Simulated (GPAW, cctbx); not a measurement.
# MnPb2: deformation density and structure factors from DFT

Aim: compute the bonding part of the density of MnPb2, find which reflections carry it, and see how it biases an ordinary refinement.

The start was made by putting kin elements into a known structure type; the compound need not exist, or be stable, in this form. All numbers below are calculated.

## Step 1: Find the equilibrium geometry

The density hangs on the geometry, so cell and atoms are relaxed first, with the symmetry held. The cutoff is set higher than for the density because stress converges slowly with plane waves.

Settings: GPAW 26.7.0, PBE, 570 eV, 6×6×3 k-points (along the axes of the calculation cell), Fermi–Dirac width 0.1 eV, spin-polarised, BFGS to 0.03 eV/Å.

```text
cell
1.0
     3.398000000    0.000000000    0.000000000
     0.000000000    3.398000000    0.000000000
     0.000000000    0.000000000    6.266000000
Pb Mn
2 1
Direct
0.500000000 0.500000000 0.722600000
0.500000000 0.500000000 0.277400000
0.000000000 0.000000000 0.000000000
```

```console
$ OMP_NUM_THREADS=1 mpirun -n 4 gpaw python run.py > gpaw.log
```

```text
BFGS:    0      -16.004235        1.998909
BFGS:    1      -16.116362        1.611675
BFGS:    2      -16.299490        0.806257
BFGS:    3      -16.338375        0.515909
...
BFGS:   13      -16.388193        0.090704
BFGS:   14      -16.389879        0.033377
BFGS:   15      -16.390180        0.003751
cell  3.3459 3.3459 7.1809  90.00 90.00 90.00
volume 80.393 A^3, largest force 0.002 eV/A, largest stress 0.02 GPa
```

The cell moved far, while the k-mesh and basis were chosen for the start, so the final shape may be somewhat biased.

After 15 steps the volume has changed by +11.1 % and the energy by -0.386 eV; the largest stress left is 0.02 GPa. It took 5.8 min on 4 cores of Intel(R) Xeon(R) Platinum 8488C (Sapphire Rapids) (shared host), peak memory 1.2 GiB.

Relaxed structure: P4/mmm (no. 123), a = 3.3459 Å, b = 3.3459 Å, c = 7.1809 Å, α = 90.00°, β = 90.00°, γ = 90.00°.

```csv
atom,mult.,x,y,z
Pb1,2,1/2,1/2,0.7340
Mn1,1,0,0,0
```

## Step 2: Density and charge transfer

X-rays see the whole electron density, so the PAW density is rebuilt with its core regions. Subtracting spherical free atoms from the same code cancels the cores and leaves the deformation density Δρ, the part due to bonding.

Settings: PBE, 450 eV, 7×7×4 k-points (along the axes of the calculation cell), Fermi–Dirac width 0.1 eV, spin-polarised; primitive cell of 3 atoms.

```console
$ OMP_NUM_THREADS=1 mpirun -n 4 gpaw python run.py > gpaw.log
```

```text
|iter:   1|       0s |  -17.183061 | +0.12 |       |  +4.0088|
|iter:   2|       3s |  -16.417856 | -1.56 | -1.13 |  +3.9584|
|iter:   3|       6s |  -16.259582 | -2.41 | -1.40 |  +3.9083|
...
|iter:  10|      23s |  -16.285029c| -5.81 | -3.45 |  +3.7428|
|iter:  11|      26s |  -16.285037c| -6.34 | -3.89 |  +3.7441|
|iter:  12|      28s |  -16.285035c| -7.72c| -4.42c|  +3.7446|
```

```text
grid (36, 36, 72)  electrons 189.000  moved by bonding 0.392 e
deformation density beyond 0.5 A of the nuclei: max 0.185, min -0.051 e/A^3
atom        x       y       z   Voronoi charge  moment
Pb1    0.5000  0.5000  0.7340      0.052      -0.02
Pb2    0.5000  0.5000  0.2660      0.052      -0.02
Mn3    0.0000  0.0000  0.0000     -0.104       3.62
mean inner potential of superposed free atoms 19.915 V
total magnetic moment 3.745 muB
```

Deformation density in a plane through the shortest contact of the Pb atom at the origin, in 0.01 e/Å³ (clipped at ±99); x from -1.6 to 4.6 Å, y from 2.4 down to -2.4 Å:

```text
  1  -3   0   1   0  -1   5   .   7  -1   1   0  -4   0   .   0
 -1  -2   1   2   1  -1  -2   0  -1   0   1   1  -1  -4  -3  -3
  0   1   2   2   1   1   0   0   0   1   1   1   1   0   0   1
  0   1   1   1   0   1   1   1   1   1   0   0   0   1   1   2
  0   0   0  -3  -3  -4  -1   1   1   0  -1   0  -2  -1   1   2
 -1   0  -1   0   .  -1  -4   1   1  -2  10   .   7  -2   0   1
 -1   0   0   .   .   1  -4   1   1  -2   3   .   .  -1   0   1
  0   0  -1  -2   .  -1  -3   1   1  -2   6   .  18  -1   0   1
  0   0   0  -1  -1  -2   0   2   1   0  -2  -1   0   0   1   1
  0   0   0   0   0   0   1   2   2   1   0   0   0   0   1   1
  0  -1  -1  -1   0   1   1   1   0   0   1   1   1   1   0   0
 -1  -1  -1  -1   0   0   0  -2  -3  -4  -2   1   1   0  -1   0
 -1  -1  -1  -1  -1   0  -1   0   .   1  -4   0   1   0   1  25
```

Atoms in or within 0.15 Å of the plane: Pb (0.0, 0.0), Mn (3.0, 0.0) Å. Dots mark points within about 0.45 Å of a nucleus; large values next to them are atomic features.

Mn gains most (-0.10 e) and Pb loses most (+0.05 e), which isn't the order of electronegativity: valence and coordination count too, and Voronoi cells cut space at the midplane whatever the atoms' sizes. Along the shortest contact from the Pb atom at the map's origin, Pb–Mn at 3.04 Å, Δρ is +0.01 e/Å³ at the midpoint and highest, +0.04, 2.46 Å from Pb (points within 0.5 Å of a nucleus left out): little piles up between the atoms, as is usual in a metallic crystal, which this run finds. At the midpoints of other shortest contacts it is +0.01 (Pb–Pb, 3.35 Å) and +0.01 (Mn–Mn, 3.35 Å) e/Å³. Point values carry grid noise of about 0.01 e/Å³. The cell's moment is 3.75 μB; the largest inside an atomic sphere is 3.62 μB. The run needed 12 iterations, 38 s.

## Step 3: From the density to structure factors

The Fourier components of Δρ, added to those of the free atoms, give the static X-ray structure factors; the Mott–Bethe relation turns them into the Fourier components V of the potential that fast electrons feel.

```text
static structure factors of the conventional cell: F in electrons, V (Mott-Bethe) in volts
   h  k  l      d  |F| table  |F| free   |F| DFT   change   |V| free  |V| DFT  change %
   0  0  1  7.1809     7.724     7.770     7.903    0.133     2.356    1.965    -16.6
   0  0  2  3.5904   124.899   124.788   124.660   -0.127     8.027    8.121      1.2
   1  0  0  3.3459   126.597   126.510   126.424   -0.086     7.972    8.027      0.7
   1  0  1  3.0328    34.738    34.689    34.812    0.123     3.534    3.470     -1.8
   1  0  2  2.4478   154.468   154.328   154.258   -0.071    10.720   10.744      0.2
   0  0  3  2.3936    59.523    59.418    59.446    0.028     4.641    4.632     -0.2
   1  1  0  2.3659   155.860   155.718   155.615   -0.103    10.622   10.655      0.3
   1  1  1  2.2471     4.699     4.609     4.565   -0.043     1.141    1.153      1.1
   1  1  2  1.9756   110.675   110.740   110.604   -0.136     5.556    5.586      0.5
   1  0  3  1.9468    21.391    21.475    21.442   -0.033     0.465    0.472      1.5
   0  0  4  1.7952   133.037   132.936   133.006    0.071     7.907    7.894     -0.2
   1  1  3  1.6827    52.607    52.531    52.638    0.106     3.405    3.388     -0.5
   2  0  0  1.6729   139.419   139.331   139.430    0.099     7.926    7.910     -0.2
   2  0  1  1.6293     3.333     3.272     3.306    0.034     0.802    0.797     -0.6
```

The largest X-ray change is -0.14 e on 112, 0.1 % of |F|. For electrons V goes as (Z − F)/g², so a change of F counts against Z − F, which is small at low angle and wherever the atoms' terms cancel: |V| of 001 moves by -16.6 % (2.36 to 1.97 V) against +1.7 % in |F|. The last three rows still change by up to 0.11 e; the table stops while the angles are still low. The tabulated Hartree–Fock atoms differ from the free DFT atoms by up to 0.14 e, so the choice of reference atom matters too.

## Step 4: Which functional?

The same geometry is run with other functionals, to see whether the bonding signal is larger than the spread between approximations. Free atoms are LDA for LDA and PBE otherwise. Any other changed setting is in the row's label.

```
   run  ΔF 112 (e)  ΔF 001 (e)  ΔF 002 (e)  q(Mn) (e)  moved (e)  time
   PBE      -0.136      +0.133      -0.127     -0.104      0.392  38 s
   LDA      -0.137      +0.133      -0.140     -0.110      0.366  30 s
revPBE      -0.135      +0.132      -0.117     -0.099      0.410  29 s
```

At the base's settings ΔF(112) spans -0.137 to -0.135 e, a spread of 1 % of the PBE value; over the three listed reflections the spread is at most 18 %, so sign and size hold across the functionals. Times are from shared hosts.

## Step 5: Refining ordinary atoms against data with bonding

Routine crystallography fits spherical atoms. To see the bias, intensities are simulated from tabulated atoms plus the DFT change ΔF, so that bonding alone can misfit (3710 reflections of the full sphere, merged to the counts below, to 0.45 Å, 1 % proportional noise plus counting noise, assumed isotropic U as listed, Δρ smeared by the mean U) and refined with cctbx over different ranges.

```csv
range,data,R1,GooF,U Pb1 (true 0.0049),U Mn1 (true 0.0076),largest shift (Å),"Δρ max, min (e/Å³)"
all data,331,0.0026,0.96,0.0049,0.0076,0.0000,"0.30, -0.47"
"low resolution, d > 0.84",64,0.0021,0.94,0.0049,0.0075,0.0001,"0.16, -0.15"
"high order, d < 0.75",243,0.0029,0.97,0.0049,0.0076,0.0001,"0.28, -0.35"
"occupancies free, d > 0.7",104,0.0022,0.95,0.0049,0.0079,0.0000,"0.27, -0.27"
```

With all data GooF is 0.96, so at this noise the bonding hardly shows; the top residual peak, near noise level, lies 1.08 Å from Pb and 2.29 Å from Pb. No U is off by more than 3 s.u. at low resolution. With Pb1 held at 1 and the scale free, the other occupancies refine to Mn1 1.005(0.003), within three s.u. of full.

## Step 6: Answer

Bonding moves 0.39 e in the primitive cell of MnPb2 and changes the structure factors of the conventional cell in the table above by at most 0.14 e (112, 0.1 %), and among reflections above 2 % of the strongest by up to 1.7 % (001). The shortest bond, Pb–Mn, has Δρ = +0.01 e/Å³ at its midpoint, with no localised bond charge. At the base's settings ΔF(112) spans -0.137 to -0.135 e, a spread of 1 % of the PBE value; over the three listed reflections the spread is at most 18 %, so sign and size hold across the functionals. With all data GooF is 0.96, so at this noise the bonding hardly shows. Limits: static density, frozen cores, no spin–orbit coupling; a ferromagnetic start is the only order tried, and the real ground state may be antiferromagnetic or insulating.

[Outputs are excerpts: Python notices, other lines and further rows are left out; steps that failed or that the build refused (PBEsol, TPSS) are not shown.]

[Logs are printed without paths, hosts, clocks, repeated set-up lines and the standing remarks that a program may print on its own settings, such as how far it seeks lower states.]
